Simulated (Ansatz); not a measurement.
**Formation energy and levels of the substitutional impurity Mg_Ga in GaN (F-43m)**

Aim: at which Fermi levels does Mg_Ga in GaN (F-43m) change its charge? The model is a cell of 54 host atoms with 1 Ga taken out and 1 Mg put in.

Main program and level: Ansatz 0.2.0; place-levels on r2SCAN runs: charge-transition levels and formation energies with image-charge correction and potential alignment at the atomic sites; PAW set soft_1.

### 1. Starting point

The cell holds 54 atoms: 26 Ga, 27 N and 1 Mg. Cell: a = 9.542 Å, b = 9.542 Å, c = 9.542 Å, α = 60.0°, β = 60.0°, γ = 60.0°. It derives from GaN (space group F-43m). Nearest the centre at fractional (0.333, 0.667, 0.667): Mg35 at 0.00 Å, N30 at 1.95 Å, N18 at 1.95 Å, N34 at 1.95 Å, N36 at 1.95 Å, Ga33 at 3.18 Å, Ga17 at 3.18 Å, Ga29 at 3.18 Å.

Structure file:

```xyz
54
Lattice="0.0000 6.7473 6.7473 6.7473 0.0000 6.7473 6.7473 6.7473 0.0000" Properties=species:S:1:pos:R:3 pbc="T T T"
Ga    0.0000    0.0000    0.0000
N     1.1245    1.1245    1.1245
Ga    2.2491    2.2491    0.0000
N     3.3736    3.3736    1.1245
Ga    4.4982    4.4982    0.0000
N     5.6227    5.6227    1.1245
Ga    2.2491    0.0000    2.2491
N     3.3736    1.1245    3.3736
Ga    4.4982    2.2491    2.2491
N     5.6227    3.3736    3.3736
Ga    6.7473    4.4982    2.2491
N     7.8718    5.6227    3.3736
Ga    4.4982    0.0000    4.4982
N     5.6227    1.1245    5.6227
Ga    6.7473    2.2491    4.4982
N     7.8718    3.3736    5.6227
Ga    8.9964    4.4982    4.4982
N    10.1209    5.6227    5.6227
Ga    0.0000    2.2491    2.2491
N     1.1245    3.3736    3.3736
Ga    2.2491    4.4982    2.2491
N     3.3736    5.6227    3.3736
Ga    4.4982    6.7473    2.2491
N     5.6227    7.8718    3.3736
Ga    2.2491    2.2491    4.4982
N     3.3736    3.3736    5.6227
Ga    4.4982    4.4982    4.4982
N     5.6227    5.6227    5.6227
Ga    6.7473    6.7473    4.4982
N     7.8718    7.8718    5.6227
Ga    4.4982    2.2491    6.7473
N     5.6227    3.3736    7.8718
Ga    6.7473    4.4982    6.7473
N     7.8718    5.6227    7.8718
Mg    8.9964    6.7473    6.7473
N    10.1209    7.8718    7.8718
Ga    0.0000    4.4982    4.4982
N     1.1245    5.6227    5.6227
Ga    2.2491    6.7473    4.4982
N     3.3736    7.8718    5.6227
Ga    4.4982    8.9964    4.4982
N     5.6227   10.1209    5.6227
Ga    2.2491    4.4982    6.7473
N     3.3736    5.6227    7.8718
Ga    4.4982    6.7473    6.7473
N     5.6227    7.8718    7.8718
Ga    6.7473    8.9964    6.7473
N     7.8718   10.1209    7.8718
Ga    4.4982    4.4982    8.9964
N     5.6227    5.6227   10.1209
Ga    6.7473    6.7473    8.9964
N     7.8718    7.8718   10.1209
Ga    8.9964    8.9964    8.9964
N    10.1209   10.1209   10.1209
```

Screening for the image-charge correction: ε∞ = 6.00, ε0 = 10.56, computed on the host (DFPT, PBEsol, on the r2SCAN cell), and a cell off the functional's own equilibrium shifts the ionic part.

The cell's shortest repeat is 9.5 Å.

### 2. The runs of each charge state

Levels follow from differences of total energies between charge states, each relaxed by itself.

Random displacements of about 0.05 Å break the site symmetry at the start, so that the relaxation can reach a distorted minimum if there is one. Forces are taken on a 2×2×2 shifted mesh. The cell holds 1 electron more than the neutral one, with a uniform background that keeps it neutral on the whole.

The sampling was tested on the host first: at the k-points planned (1x1x1 shifted 0.25 0.25 0.25) its energy lies 0.067 eV an atom from the dense-mesh value, so the final energies take a denser sampling.

One of the inputs; charge, spin and start change from state to state.

Contents of qm1.relax/input.yaml:

```yaml
crystal:
  lattice:
    - [0.0, 6.74729083, 6.74729083]
    - [6.74729083, 0.0, 6.74729083]
    - [6.74729083, 6.74729083, 0.0]
  atoms:
    - { symbol: Ga, position: [0.0, 0.0, 0.0] }
    - { symbol: "N", position: [0.08333333, 0.08333333, 0.08333333] }
    - { symbol: Ga, position: [0.0, 0.0, 0.33333333] }
    - { symbol: "N", position: [0.08333333, 0.08333333, 0.41666667] }
    - { symbol: Ga, position: [0.0, 0.0, 0.66666667] }
    - { symbol: "N", position: [0.08333333, 0.08333333, 0.75] }
    - { symbol: Ga, position: [0.0, 0.33333333, 0.0] }
    - { symbol: "N", position: [0.08333333, 0.41666667, 0.08333333] }
    - { symbol: Ga, position: [0.0, 0.33333333, 0.33333333] }
    - { symbol: "N", position: [0.08333333, 0.41666667, 0.41666667] }
    - { symbol: Ga, position: [0.0, 0.33333333, 0.66666667] }
    - { symbol: "N", position: [0.08333333, 0.41666667, 0.75] }
    - { symbol: Ga, position: [0.0, 0.66666667, 0.0] }
    - { symbol: "N", position: [0.08333333, 0.75, 0.08333333] }
    - { symbol: Ga, position: [0.0, 0.66666667, 0.33333333] }
    - { symbol: "N", position: [0.08333333, 0.75, 0.41666667] }
    - { symbol: Ga, position: [0.0, 0.66666667, 0.66666667] }
    - { symbol: "N", position: [0.08333333, 0.75, 0.75] }
    - { symbol: Ga, position: [0.33333333, 0.0, 0.0] }
    - { symbol: "N", position: [0.41666667, 0.08333333, 0.08333333] }
    - { symbol: Ga, position: [0.33333333, 0.0, 0.33333333] }
    - { symbol: "N", position: [0.41666667, 0.08333333, 0.41666667] }
    - { symbol: Ga, position: [0.33333333, 0.0, 0.66666667] }
    - { symbol: "N", position: [0.41666667, 0.08333333, 0.75] }
    - { symbol: Ga, position: [0.33333333, 0.33333333, 0.0] }
    - { symbol: "N", position: [0.41666667, 0.41666667, 0.08333333] }
    - { symbol: Ga, position: [0.33333333, 0.33333333, 0.33333333] }
    - { symbol: "N", position: [0.41666667, 0.41666667, 0.41666667] }
    - { symbol: Ga, position: [0.33333333, 0.33333333, 0.66666667] }
    - { symbol: "N", position: [0.41666667, 0.41666667, 0.75] }
    - { symbol: Ga, position: [0.33333333, 0.66666667, 0.0] }
    - { symbol: "N", position: [0.41666667, 0.75, 0.08333333] }
    - { symbol: Ga, position: [0.33333333, 0.66666667, 0.33333333] }
    - { symbol: "N", position: [0.41666667, 0.75, 0.41666667] }
    - { symbol: Mg, position: [0.33333333, 0.66666667, 0.66666667] }
    - { symbol: "N", position: [0.41666667, 0.75, 0.75] }
    - { symbol: Ga, position: [0.66666667, 0.0, 0.0] }
    - { symbol: "N", position: [0.75, 0.08333333, 0.08333333] }
    - { symbol: Ga, position: [0.66666667, 0.0, 0.33333333] }
    - { symbol: "N", position: [0.75, 0.08333333, 0.41666667] }
    - { symbol: Ga, position: [0.66666667, 0.0, 0.66666667] }
    - { symbol: "N", position: [0.75, 0.08333333, 0.75] }
    - { symbol: Ga, position: [0.66666667, 0.33333333, 0.0] }
    - { symbol: "N", position: [0.75, 0.41666667, 0.08333333] }
    - { symbol: Ga, position: [0.66666667, 0.33333333, 0.33333333] }
    - { symbol: "N", position: [0.75, 0.41666667, 0.41666667] }
    - { symbol: Ga, position: [0.66666667, 0.33333333, 0.66666667] }
    - { symbol: "N", position: [0.75, 0.41666667, 0.75] }
    - { symbol: Ga, position: [0.66666667, 0.66666667, 0.0] }
    - { symbol: "N", position: [0.75, 0.75, 0.08333333] }
    - { symbol: Ga, position: [0.66666667, 0.66666667, 0.33333333] }
    - { symbol: "N", position: [0.75, 0.75, 0.41666667] }
    - { symbol: Ga, position: [0.66666667, 0.66666667, 0.66666667] }
    - { symbol: "N", position: [0.75, 0.75, 0.75] }
  host:
    repeats: [3, 3, 3]
    atoms:
      - { symbol: Ga, position: [0.0, 0.0, 0.0] }
      - { symbol: "N", position: [0.25, 0.25, 0.25] }
total_charge: -1
basis:
  ecutwfc: 500
  xc_grid: 2
hamiltonian:
  xc: r2scan
  pseudopotentials: { kind: paw, azcp: { folder: soft_1 } }
kpoints:
  mp_grid: { grid: [2, 2, 2], shift: [0.5, 0.5, 0.5] }
scf:
  occupations: { method: fixed }
  max_iter: 80
output:
  forces: true
  charged_corrections:
    epsilon: 6.0
    static_epsilon: 10.56
    defect_position: [0.333333, 0.666667, 0.666667]
relax:
  f_tol: 0.02
  max_steps: 80
  random_displacement: { amplitude: 0.05, seed: 9600 }
checkpoint:
  write: "../qm1.relax.run"
  compress: false
  write_wavefunctions: true
  write_every: 100000
```

Command:

```console
> ansatz run input.yaml --threads 4 --pin off --max-ram 15073MiB --backend cpu --events-out ev --progress --plain --runs-dir out
```

The run of this state that the levels use, under r2SCAN:

Contents of qm1.point/input.yaml:

```yaml
crystal:
  checkpoint: "../qm1.relax.run"
  host: checkpoint
total_charge: -1
basis:
  ecutwfc: 500
  xc_grid: 2
hamiltonian:
  xc: r2scan
  pseudopotentials: { kind: paw, azcp: { folder: soft_1 } }
kpoints:
  mp_grid: { grid: [2, 2, 2], shift: [0.5, 0.5, 0.5] }
scf:
  occupations: { method: fermi_dirac, width: 0.01 }
  max_iter: 80
output:
  forces: true
  eigenvalues: true
  charged_corrections:
    epsilon: 6.0
    static_epsilon: 10.56
    defect_position: [0.333333, 0.666667, 0.666667]
  eigenstates: { localisation: true }
  populations: true
  band_densities: [{ bands: [v1, v1] }, { bands: [c1, c1] }]
  write_density: true
  write_potential: true
  volumetric_format: npy
checkpoint:
  read: "../qm1.relax.run"
  write: "../qm1.point.run"
  compress: false
  write_wavefunctions: false
  write_every: 100000
```

Relaxations under r2SCAN at a 2×2×2 shifted mesh; times on 4 threads of Arm Neoverse V1, shared host:

```tsv
charge	moment (μB)	occupations	outcome	steps	largest displacement against the far atoms (Å)	time
−1	0	fixed	converged	5	0.07	5.3 min
0	1	fixed	converged	8	0.09	21 min
+1	0	fixed	not converged	2	-	7.3 min
+1	0	fermi-dirac	converged	4	0.09	5.3 min
+1	2	fixed	converged	5	0.10	14 min
```

Single points under r2SCAN at a 2×2×2 shifted mesh; times on 4 threads of Arm Neoverse V1, shared host:

```tsv
charge	moment (μB)	occupations	outcome	time
−1	0	fermi-dirac	converged	77 s
0	1	fermi-dirac	converged	3.4 min
+1	0	fermi-dirac	converged	57 s
+1	2	fermi-dirac	converged	2.1 min
```

Distances (Å) from Mg35 to the nearest atoms after relaxation with r2SCAN:

```tsv
charge	moment (μB)	1.	2.	3.	4.	5.	6.
−1	0	N 2.02	N 2.02	N 2.02	N 2.02	Ga 3.17	Ga 3.17
0	1	N 2.01	N 2.03	N 2.04	N 2.04	Ga 3.17	Ga 3.17
+1	0	N 2.01	N 2.04	N 2.04	N 2.04	Ga 3.17	Ga 3.17
+1	2	N 2.04	N 2.04	N 2.04	N 2.05	Ga 3.18	Ga 3.18
```

[end of part 1 of 2]

[Logs are printed without paths, hosts, clocks, repeated set-up lines and the standing remarks that a program may print on its own settings, such as how far it seeks lower states.]

[Hosts, paths, dates, database ids (printed as entryN), source tags and the programs' standing remarks are cut or masked in the printed files.]

[Where a table of states has a column of steps, it counts the stored structures, which are thinned; the runs took as many ionic steps or more.]

[A defect's name tells the site on which it was built; relaxed atoms can leave that site.]

[For some hosts the program warned that the k-mesh of the response run may be too coarse for force constants and the static dielectric constant; such warnings are not shown here.]
